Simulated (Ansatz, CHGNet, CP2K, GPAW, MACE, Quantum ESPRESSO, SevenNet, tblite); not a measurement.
# GPAW on the unslipped end of a generalised stacking fault on (111) (glide set) of a Ge-Si solid solution (72 atoms): settings against a plane-wave reference

Aim: run the unslipped end of a generalised stacking fault on (111) (glide set) of a Ge-Si solid solution (72 atoms) in GPAW and see how near its forces come to a plane-wave reference, and at what cost.

Program: GPAW 26.7.0. Level of theory: the method is named at each step. Results are calculated unless marked as measured.

## 1. The starting structure

The cell holds 72 atoms: 51 Ge and 21 Si. Cell: a = 6.849 Å, b = 11.862 Å, c = 19.571 Å, α = 90.0°, β = 90.0°, γ = 90.0°. Diamond-structure Ge lattice (a = 5.5919 Å, the value set for the mixture), cell with z along [111], 1 x 3 x 2 periods; the third cell vector is tilted by 0.000 of 1/2[11-2] and lengthened by 0.2 Å, so the stacking has no slip (glide set); displaced by a Gaussian of 0.01 Å; 21 of 72 Ge sites given to Si at random (lattice constant by Vegard's rule between Ge and Si). Then every atom was moved at random, 0.03 Å r.m.s. a Cartesian component. The structure's axis is c.

The yardstick, on the same geometry:

```
method                 : Kohn-Sham DFT, PBE, SSSP efficiency 1.3.0 pseudopotentials, plane waves (Quantum ESPRESSO 7.5); sssp-pbe-1.3.0-efficiency, cutoffs 45/360 Ry, Γ point
r.m.s. force component : 0.6139 eV/Å
longest force          : 1.952 eV/Å
pressure               : 1.714 GPa
time                   : 4.1 min on 4 MPI ranks of Arm Neoverse V1, shared host
CPU time               : 16 min
```

## 2. PBE, LCAO dzp, h 0.2 Å

Method: Kohn-Sham DFT, PBE, PAW, atomic orbitals (dzp).

The input, run.py:

```python
import numpy as np
from ase.io import read
from gpaw import GPAW, FermiDirac

atoms = read("structure.xyz")
atoms.calc = GPAW(
    mode="lcao",
    basis="dzp",
    h=0.2,
    xc="PBE",
    kpts={"size": (1, 1, 1), "gamma": True},
    occupations=FermiDirac(0.05),
    maxiter=200,
    symmetry={"point_group": False},
    txt="gpaw.txt",
)
energy = atoms.get_potential_energy(force_consistent=True)
forces = atoms.get_forces()
print(f"energy {energy:.6f} eV")
print("forces (eV/A)")
for i, (a, f) in enumerate(zip(atoms, forces)):
    print(f"{i:4d} {a.symbol:2s} {f[0]:10.5f} {f[1]:10.5f} {f[2]:10.5f}")
print(f"Fermi level {atoms.calc.get_fermi_level():.4f} eV")
for k in range(len(atoms.calc.get_ibz_k_points())):
    for s in range(atoms.calc.get_number_of_spins()):
        e = atoms.calc.get_eigenvalues(kpt=k, spin=s)
        n = np.searchsorted(e, atoms.calc.get_fermi_level())
        print(f"k {k} spin {s} levels about the Fermi level:", np.round(e[max(n - 6, 0):n], 4).tolist(), "|", np.round(e[n:n + 6], 4).tolist())
```

The input, structure.xyz:

```xyz
72
Lattice="6.84865 0.00000 0.00000 0.00000 11.86221 0.00000 0.00000 0.00000 19.57091" Properties=species:S:1:pos:R:3 pbc="T T T"
Ge 3.42686 2.01681 0.43761
Ge 3.41446 2.00922 2.85637
Ge 5.73835 1.93745 3.63373
Si 5.68287 1.94517 5.98459
Si 6.83173 11.85972 0.35071
Ge 0.00493 0.01222 2.75695
Si 2.27978 11.79566 3.61299
Ge 2.27341 0.05670 6.01277
Ge 4.51182 0.04591 6.89659
Si 4.53340 0.00391 9.31399
Si 3.45316 5.94143 0.33956
Si 3.42919 5.93858 2.81547
Ge 5.68280 5.96551 3.66798
Ge 5.64657 5.96717 6.04976
Si 6.79016 3.97633 0.41901
Ge 6.83906 3.98309 2.84541
Ge 2.25711 3.91607 3.64410
Si 2.30354 3.93363 6.06542
Ge 4.64654 3.96933 6.89738
Si 4.53860 3.96210 9.24862
Ge 1.06599 1.95311 6.87800
Ge 1.11886 1.97399 9.28131
Si 3.40823 2.05631 10.10564
Si 3.42857 2.00222 12.48057
Ge 5.71760 1.95430 13.30646
Si 5.71643 1.94623 15.74421
Ge 0.02116 0.05077 10.09585
Ge 6.84577 0.00546 12.50894
Si 2.27909 11.86138 13.35754
Ge 2.32977 0.02728 15.73638
Ge 4.54367 0.06750 16.51981
Si 4.55401 0.01103 18.95560
Ge 3.40563 9.86509 0.41980
Si 3.45097 9.81479 2.84835
Ge 5.74472 9.87956 3.65389
Ge 5.70273 9.85453 6.06600
Ge 0.06493 7.93594 0.41236
Ge 0.01062 7.89335 2.80666
Ge 2.25499 7.86915 3.66544
Ge 2.30258 7.96203 6.04526
Ge 4.52552 7.86014 6.87017
Ge 4.58360 7.86002 9.33161
Ge 1.15907 5.99397 6.87624
Ge 1.09469 5.88401 9.26291
Ge 3.44220 5.92304 10.02833
Ge 3.40412 5.93099 12.45962
Ge 5.71390 5.94261 13.32544
Ge 5.70130 5.93846 15.73188
Si 6.83687 3.95581 10.09859
Si 0.01514 4.01678 12.52284
Ge 2.26683 3.96945 13.31742
Ge 2.21629 3.94478 15.72875
Ge 4.59743 3.92924 16.54720
Ge 4.59442 3.94181 18.92292
Ge 1.16811 1.98194 16.47694
Ge 1.11386 1.96403 19.04289
[... 12 atom lines left out ...]
Si 1.16989 5.95768 16.51687
Si 1.16187 5.92043 18.98652
Ge 1.12626 9.83875 16.57519
Si 1.10332 9.91693 18.96617
```

On the command line:

```sh
> OMP_NUM_THREADS=1 python run.py > output.txt
```

Log:

```text
energy -322.964181 eV
forces (eV/A)
   0 Ge   -0.04148   -0.57045   -1.35184
   1 Ge    0.42852   -1.44545   -0.11015
   2 Ge   -0.67360    0.60493    0.02172
   3 Si    0.36550    0.36361    0.74025
   4 Si   -0.73620   -0.31304   -1.29318
   5 Ge    0.86731   -0.60163   -0.28665
   6 Si    0.09317    0.16255   -0.39637
   7 Ge    0.07423   -0.48176   -0.40174
   8 Ge    0.34440   -0.40454    0.17736
   9 Si    0.39011    0.90478    0.08849
  10 Si   -0.47090    0.04446   -0.49248
  11 Si    0.13827   -0.51980   -0.80753
  12 Ge   -0.74808   -0.28199   -0.48824
  13 Ge    1.46361   -0.43925    0.01327
  14 Si    0.41915    0.16599   -1.23118
  15 Ge   -0.00417   -0.10721   -0.61819
  16 Ge    0.12428    1.30163    0.54320
  17 Si    0.16776    0.22205    0.25677
  18 Ge   -1.20444   -0.95958   -0.62303
  19 Si    1.25853   -0.41134    0.73920
  20 Ge   -0.22660    0.90351   -0.56626
  21 Ge    0.91547    0.93136    0.18664
  22 Si   -0.03732   -0.77840   -0.07996
  23 Si   -0.05627   -0.48873    0.10951
[...]
64 Ge   -0.15090    0.32865   -0.02774
  65 Ge   -0.23423    0.15544   -0.34635
  66 Ge    0.24748    0.67620    1.36450
  67 Si   -0.03918    0.01612    1.06167
  68 Si   -1.01032   -0.53856    1.25643
  69 Si    0.39312   -0.19354    0.61891
  70 Ge    0.42291    0.59968    0.41349
  71 Si    0.55292    0.15946    1.46205
Fermi level 6.0511 eV
k 0 spin 0 levels about the Fermi level: [5.2963, 5.3587, 5.4275, 5.6005, 5.8675, 5.8916] | [6.1955, 6.2783, 6.4029, 6.4922, 6.5187, 6.5378]
```

gpaw.txt:

```text
Input parameters:
  mode=LCAO(),
  basis={'default': 'dzp'},
  h=0.2,
  kpts=MonkhorstPack(size=(1, 1, 1), gamma=True),
  maxiter=200,
  occupations=Occupations(name='fermi-dirac', width=0.05, fixmagmom=False),
  symmetry=Symmetry(point_group=False),
  xc=XC(name='PBE')
Unit cell  # Å
| periodic |        x |         y |         z |   lengths |    angles |
|----------|----------|-----------|-----------|-----------|-----------|
|      yes | 6.848650 |  0.000000 |  0.000000 |  6.848650 | 90.000000 |
|      yes | 0.000000 | 11.862210 |  0.000000 | 11.862210 | 90.000000 |
|      yes | 0.000000 |  0.000000 | 19.570910 | 19.570910 | 90.000000 |
Number of symmetries: 1
Symmetry operations  # r_c * U_cc + t_c -> r_c
|   | kind |            matrix            |
|---|------|------------------------------|
| 0 |  E   |  1, 0, 0,  0, 1, 0,  0, 0, 1 |
BZ-sampling:
  Number of BZ points: 1
  Number of IBZ points: 1
  Monkhorst-Pack size: [1, 1, 1]
  Monkhorst-Pack shift: [0, 0, 0]
[... lines left out ...]
  Fermi-Dirac:
[... lines left out ...]
    Stencil: 6*3+1=19 point O(h^6) finite-difference Laplacian
xc functional:
  name: PBE with 2 nearest neighbor stencil
interpolation: tri-quintic # 5. degree polynomial
Initialization done in: 9.668 s
convergence criteria:
- Maximum [total energy] change in last 3 cyles: 0.0005 eV / valence electron
- Maximum integral of absolute [dens]ity change: 0.0001 electrons / valence electron
- Maximum integral of absolute [eigenst]ate change: 4e-08 eV^2 / valence electron
maximum number of iterations: 200
SCF iterations
|iter     |      energy | eigst |  dens |
|---------|-------------|-------|-------|
|iter:   1| -323.085747 |      c|       |
|iter:   2| -323.016402 |      c| -0.95 |
|iter:   3| -331.724081 |      c| -0.97 |
|iter:   4| -486.498231 |      c| -1.17 |
[...]
|iter:  10| -323.106601 |      c| -2.03 |
|iter:  11| -323.054352 |      c| -2.19 |
|iter:  12| -323.012890c|      c| -2.28 |
|iter:  13| -322.959882c|      c| -2.37 |
|iter:  14| -322.940598c|      c| -2.26 |
[...]
|iter:  19| -322.936414c|      c| -3.95 |
|iter:  20| -322.936244c|      c| -3.80 |
|iter:  21| -322.936238c|      c| -4.55c|
Converged in 21 steps
SCF loop duration: 301.463 s (14.355 s/step)
Energy contributions relative to reference atoms: (reference = -3077592.759732)
Energy contributions:
  Kinetic:         964.219471
  Coulomb:        -854.536927
  Zero:              0.674817
  External:          0.000000
  Xc:             -433.265655
  Entropy:          -0.055888
  Spinorbit:         0.000000
  ----------------------------
  Free energy:    -322.964181
  Extrapolated:   -322.936238
dipole moment: (29.724014, -232.344671, -59.716353)  # |e|*Ang
Fermi level: 6.051
Eigenvalues  # (at kpt = [0.000, 0.000, 0.000])
| band index |      eig [eV] | occ [0-2] |
|------------|---------------|-----------|
|          0 |        -6.981 |     2.000 |
|        ... |               |           |
|        136 |         5.056 |     2.000 |
|        137 |         5.168 |     2.000 |
[...]
|        151 |         6.813 |     0.000 |
|        ... |               |           |
|        176 |         8.655 |     0.000 |
Gap: 0.304 eV
Transition (v -> c):
  (s=0, k=0, n=143, [0.00, 0.00, 0.00]) -> (s=0, k=0, n=144, [0.00, 0.00, 0.00])
No difference between direct/indirect transitions
Force computation time: 34.117  # s
timing:  # [seconds]
  Total:  345.279  # ━━━━━━━━━━━━━━━━━━━━━━━━━━━━━━━━━━━━━━━━━━━━━━━━━━━━━━━━
  Init:     9.668  # ━╸
  SCF:    301.463  # ━━━━━━━━━━━━━━━━━━━━━━━━━━━━━━━━━━━━━━━━━━━━━━━━━
  Forces:  34.118  # ━━━━━╸
```

Wall time 5.8 min (1 thread of Arm Neoverse V1, shared host); peak memory 1.6 GiB.

Banners, paths, timers and routine set-up lines are dropped from the logs unmarked, and long logs keep their key lines alone; longer cuts are marked.

Numbers from this run, and their distance from the reference:

- r.m.s. force component: 0.6543 eV/Å
- r.m.s. difference of force components: 46.01 meV/Å
- longest difference of force vectors: 125.3 meV/Å
- force difference over r.m.s. force: 7.494 %
- slope of forces against the reference's: 1.065
- correlation of force components: 0.9994
- gap (highest filled to lowest empty level): 0.3039 eV

Length of the force difference by element (eV/Å):

| element | atoms | mean | most |
| --- | --- | --- | --- |
| Ge | 51 | 0.074 | 0.13 |
| Si | 21 | 0.073 | 0.12 |

Levels nearest the highest filled one (eV from it): -0.60, -0.53, -0.46, -0.29, -0.02, 0.00, 0.30, 0.39, 0.51, 0.60, 0.63, 0.65.

The surroundings of Ge66, picked at random, nearest first, numbered as they follow in the input and with coordinates relative to it.

| atom | x | y | z | distance (Å) | bonds | Fx | Fy | Fz (eV/Å) |
| --- | --- | --- | --- | --- | --- | --- | --- | --- |
| Ge66 | 0.00 | 0.00 | 0.00 | 0.00 | 4 | -0.23 | 0.16 | -0.35 |
| Si69 | -1.15 | -1.92 | 0.74 | 2.35 | 4 | -1.01 | -0.54 | 1.26 |
| Ge67 | 2.24 | 0.01 | 0.73 | 2.36 | 4 | 0.25 | 0.68 | 1.36 |
| Ge65 | -0.06 | 0.01 | -2.42 | 2.42 | 4 | -0.15 | 0.33 | -0.03 |
| Ge71 | -1.19 | 1.97 | 0.80 | 2.43 | 4 | 0.42 | 0.60 | 0.41 |
| Ge48 | 3.38 | -1.93 | -0.04 | 3.90 | 4 | 1.21 | -0.40 | 0.04 |
| Ge52 | -0.10 | -3.93 | -0.04 | 3.93 | 4 | 1.21 | 0.95 | 0.04 |
| Si68 | 2.30 | 0.01 | 3.19 | 3.93 | 4 | -0.04 | 0.02 | 1.06 |
| Si70 | -1.15 | -1.95 | 3.21 | 3.93 | 4 | 0.39 | -0.19 | 0.62 |

Atoms are counted from 1 here, from 0 in the log.

Forces lie 7.5 % from the reference's, at 0.35 times its CPU time (on 1 against 4 cores).

## 3. PBE, LCAO sz(dzp), h 0.2 Å

Method: Kohn-Sham DFT, PBE, PAW, atomic orbitals (sz(dzp)).

run.py, as its differences from that of step 2:

```diff
@@ -7,3 +7,3 @@
     mode="lcao",
-    basis="dzp",
+    basis="sz(dzp)",
     h=0.2,
```

structure.xyz is that of step 2.

Log:

```text
energy -296.486969 eV
forces (eV/A)
   0 Ge   -0.18753   -0.44571   -1.40074
   1 Ge    0.66925   -1.44262   -0.15463
   2 Ge   -0.75723    0.69774   -0.33602
   3 Si    0.37146    0.44751    0.82938
   4 Si   -0.80018   -0.17666   -1.06944
   5 Ge    0.72383   -0.70039   -0.14264
   6 Si   -0.03688    0.40321   -0.35524
   7 Ge    0.08293   -0.53299   -0.14178
   8 Ge    0.24149   -0.72705    0.02371
   9 Si    0.57611    0.89714    0.05924
  10 Si   -0.45235   -0.24117   -0.39274
  11 Si    0.11787   -0.64373   -0.79126
[...]
67 Si    0.16534    0.32024    0.94899
  68 Si   -1.20440   -0.60285    1.25355
  69 Si    0.33162   -0.07929    0.57056
  70 Ge    0.57258    0.70863    0.10109
  71 Si    0.84669   -0.00551    1.41697
Fermi level 5.9356 eV
k 0 spin 0 levels about the Fermi level: [5.1012, 5.1734, 5.2433, 5.4331, 5.7495, 5.7701] | [6.0844, 6.1729, 6.2595, 6.4041, 6.6163, 6.8912]
```

gpaw.txt:

```text
Input parameters:
  mode=LCAO(),
  basis={'default': 'sz(dzp)'},
  h=0.2,
  kpts=MonkhorstPack(size=(1, 1, 1), gamma=True),
  maxiter=200,
  occupations=Occupations(name='fermi-dirac', width=0.05, fixmagmom=False),
  symmetry=Symmetry(point_group=False),
  xc=XC(name='PBE')
[... lines left out ...]
  Fermi-Dirac:
[... lines left out ...]
convergence criteria:
- Maximum [total energy] change in last 3 cyles: 0.0005 eV / valence electron
[... lines left out ...]
Converged in 17 steps
[... lines left out ...]
  Free energy:    -296.486969
[... lines left out ...]
Fermi level: 5.936
[... lines left out ...]
|          0 |        -7.298 |     2.000 |
|        ... |               |           |
|        136 |         4.832 |     2.000 |
|        137 |         4.954 |     2.000 |
[...]
|        151 |         7.388 |     0.000 |
|        ... |               |           |
|        176 |         9.164 |     0.000 |
Gap: 0.314 eV
Transition (v -> c):
  (s=0, k=0, n=143, [0.00, 0.00, 0.00]) -> (s=0, k=0, n=144, [0.00, 0.00, 0.00])
No difference between direct/indirect transitions
Force computation time: 6.706  # s
timing:  # [seconds]
  Total:  82.992  # ━━━━━━━━━━━━━━━━━━━━━━━━━━━━━━━━━━━━━━━━━━━━━━━━━━━━━━━━━
  Init:    7.970  # ━━━━━╸
  SCF:    68.286  # ━━━━━━━━━━━━━━━━━━━━━━━━━━━━━━━━━━━━━━━━━━━━━━━
  Forces:  6.706  # ━━━━╸
```

It took 84 s on 1 thread; peak memory 1.2 GiB.

Against the reference:

```yaml
r_m_s_force_component: 0.6967 eV/Å
r_m_s_difference_of_force_components: 171 meV/Å
longest_difference_of_force_vectors: 548.5 meV/Å
force_difference_over_r_m_s_force: 27.85 %
slope_of_forces_against_the_reference_s: 1.105
correlation_of_force_components: 0.9738
spacing_of_highest_filled_and_lowest_empty_level: 0.3143 eV
```

This is a coarse setting, run to see what it loses.

Against the first run (7.5 %), the force difference from the reference is 28 %, at 0.24 times the CPU time, with 288 basis functions against 936: the smaller basis costs accuracy.

## 4. PBE, LCAO dzp, h 0.16 Å

Method: Kohn-Sham DFT, PBE, PAW, atomic orbitals (dzp).

run.py, as its differences from that of step 3:

```diff
@@ -7,4 +7,4 @@
     mode="lcao",
-    basis="sz(dzp)",
-    h=0.2,
+    basis="dzp",
+    h=0.16,
     xc="PBE",
```

structure.xyz is that of step 3.

Log:

```text
energy -323.285377 eV
forces (eV/A)
   0 Ge   -0.03789   -0.56398   -1.35761
   1 Ge    0.41661   -1.43084   -0.11495
   2 Ge   -0.65548    0.59305    0.01881
   3 Si    0.36708    0.36177    0.73537
   4 Si   -0.73393   -0.31402   -1.29015
   5 Ge    0.86735   -0.61157   -0.28267
   6 Si    0.09176    0.16136   -0.39875
   7 Ge    0.07659   -0.49173   -0.40874
   8 Ge    0.31186   -0.41035    0.18826
   9 Si    0.39128    0.90454    0.09060
  10 Si   -0.46948    0.04562   -0.48965
  11 Si    0.13582   -0.52021   -0.81312
[...]
67 Si   -0.03809    0.01550    1.06278
  68 Si   -1.00969   -0.53554    1.25806
  69 Si    0.39600   -0.19680    0.62037
  70 Ge    0.40387    0.59993    0.40252
  71 Si    0.55210    0.16207    1.46319
Fermi level 6.0508 eV
k 0 spin 0 levels about the Fermi level: [5.2963, 5.3585, 5.4275, 5.6005, 5.8673, 5.8915] | [6.195, 6.2778, 6.4024, 6.4918, 6.5185, 6.5372]
```

gpaw.txt:

```text
Input parameters:
  mode=LCAO(),
  basis={'default': 'dzp'},
  h=0.16,
  kpts=MonkhorstPack(size=(1, 1, 1), gamma=True),
  maxiter=200,
  occupations=Occupations(name='fermi-dirac', width=0.05, fixmagmom=False),
  symmetry=Symmetry(point_group=False),
  xc=XC(name='PBE')
[... lines left out ...]
  Fermi-Dirac:
[... lines left out ...]
convergence criteria:
- Maximum [total energy] change in last 3 cyles: 0.0005 eV / valence electron
[... lines left out ...]
Converged in 21 steps
[... lines left out ...]
  Free energy:    -323.285377
[... lines left out ...]
Fermi level: 6.051
[... lines left out ...]
|          0 |        -6.981 |     2.000 |
|        ... |               |           |
|        136 |         5.056 |     2.000 |
|        137 |         5.168 |     2.000 |
[...]
|        151 |         6.813 |     0.000 |
|        ... |               |           |
|        176 |         8.655 |     0.000 |
Gap: 0.303 eV
Transition (v -> c):
  (s=0, k=0, n=143, [0.00, 0.00, 0.00]) -> (s=0, k=0, n=144, [0.00, 0.00, 0.00])
No difference between direct/indirect transitions
Force computation time: 60.645  # s
timing:  # [seconds]
  Total:  623.131  # ━━━━━━━━━━━━━━━━━━━━━━━━━━━━━━━━━━━━━━━━━━━━━━━━━━━━━━━━
  Init:    13.823  # ━
  SCF:    548.588  # ━━━━━━━━━━━━━━━━━━━━━━━━━━━━━━━━━━━━━━━━━━━━━━━━━╸
  Forces:  60.645  # ━━━━━╸
```

It took 10 min on 1 thread; peak memory 3.1 GiB.

Compared with the plane-wave run:

| Item | Value |
| --- | --- |
| r.m.s. force component | 0.6513 eV/Å |
| r.m.s. difference of force components | 42.28 meV/Å |
| longest difference of force vectors | 112.2 meV/Å |
| force difference over r.m.s. force | 6.888 % |
| slope of forces against the reference's | 1.06 |
| correlation of force components | 0.9995 |
| gap (highest filled to lowest empty level) | 0.3035 eV |
| energy less the same-level run's | -4.461 meV/atom |
| r.m.s. force difference from the same-level run | 11.11 meV/Å |

Against the first run (7.5 %), the force difference from the reference is 6.9 %, at 1.8 times the CPU time: the tighter setting removes part of the difference.

## 5. The ladder

Differences are against the plane-wave reference, forces as r.m.s. over components; share is that over the reference's r.m.s. force, slope the least-squares factor from reference forces to these. Total energies of different programs have different zeros and aren't compared.

| run | Δ force, r.m.s. (meV/Å) | share (%) | slope | cores | CPU time | memory (GiB) |
| --- | --- | --- | --- | --- | --- | --- |
| reference | - | - | - | 4 | 16 min | 4.4 |
| GPAW PBE, LCAO dzp, h 0.2 Å | 46.0 | 7.49 | 1.065 | 1 | 5.8 min | 1.6 |
| GPAW PBE, LCAO sz(dzp), h 0.2 Å (coarse) | 171 | 27.8 | 1.105 | 1 | 84 s | 1.2 |
| GPAW PBE, LCAO dzp, h 0.16 Å | 42.3 | 6.89 | 1.060 | 1 | 10 min | 3.1 |

Rows marked coarse were listed beforehand as settings not expected to be converged; some can still land near the reference.

CPU time is summed over cores on a shared host, where runs went side by side, so it is rough. Symmetry, cutoffs, thresholds, outputs and thread counts weren't matched or tuned between programs; memory under MPI is the largest rank's times the ranks.

Within one program, basis, potentials and functional, energies share a zero. Each run against its twin at the usual cutoff or grid and solver:

| run | twin | Δ energy (meV/atom) | Δ force, r.m.s. (meV/Å) | CPU time over the twin's |
| --- | --- | --- | --- | --- |
| GPAW PBE, LCAO dzp, h 0.16 Å | LCAO dzp, h 0.2 Å | -4.46 | 11.1 | 1.8 |

A second geometry, displaced anew (every atom was moved at random, 0.06 Å r.m.s. a Cartesian component), gives an energy difference that all programs can be tested on. The reference puts it at 34.6 meV/atom.

| run | energy less the first geometry's (meV/atom) | error (meV/atom) | force share at the second geometry (%) |
| --- | --- | --- | --- |
| GPAW PBE, LCAO dzp, h 0.2 Å | 37.61 | 3.01 | 8.66 |
| GPAW PBE, LCAO sz(dzp), h 0.2 Å | 48.46 | 13.9 | 34.3 |
| GPAW PBE, LCAO dzp, h 0.16 Å | 37.30 | 2.70 | 8.40 |

## 6. Summary of results

| Property | Result |
| --- | --- |
| nearest in forces | GPAW PBE, LCAO dzp, h 0.16 Å, 6.9 % |
| its CPU time | 10 min |

What this shows: The PBE runs in local orbitals, coarse settings apart, differ by 6.9 % (GPAW PBE, LCAO dzp, h 0.16 Å) to 7.5 % (GPAW PBE, LCAO dzp, h 0.2 Å); basis, grid and potentials can all enter. Runs with settings chosen to be coarse differ by 28 % (GPAW PBE, LCAO sz(dzp), h 0.2 Å), their programs' other errors included. Of the electronic-structure runs that take under half the reference's CPU time, GPAW PBE, LCAO dzp, h 0.2 Å comes nearest, at 7.5 % in 5.8 min against 16 min. GPAW PBE, LCAO sz(dzp), h 0.2 Å stiffens the forces by a factor of 1.11 while following their directions (correlation 0.974); the slopes of the 3 GPAW runs lie between 1.06 and 1.11. The energy difference between the two geometries, 34.6 meV/atom in the reference, is met best by GPAW PBE, LCAO dzp, h 0.16 Å (+2.7) and worst by GPAW PBE, LCAO sz(dzp), h 0.2 Å (coarse) (+13.9). The potentials hold different valence shells: 798 electrons in the reference, 288 in GPAW; this bears on time and differences. GPAW's setups keep the filled d shell of Ge in the core. The reference's stress is far from hydrostatic: its diagonal is -4.0, 8.2, 1.0 GPa, compression counted positive. The host structure and its lattice constant were typed by rule, without a check against the phase diagram. The reference's pressure of 1.7 GPa belongs to a cell and atoms that aren't relaxed at this level. The electronic-structure runs sample only Γ, in a cell whose shortest periodic width is 7 Å.

[Also dropped from logs without a mark: logging warnings of Python, and SIESTA's first energy breakdown and zero terms.]

[Logs are printed without paths, hosts, clocks, repeated set-up lines and the standing remarks that a program may print on its own settings, such as how far it seeks lower states.]

[Hosts, paths, dates, database ids (printed as entryN), source tags and the programs' standing remarks are cut or masked in the printed files.]
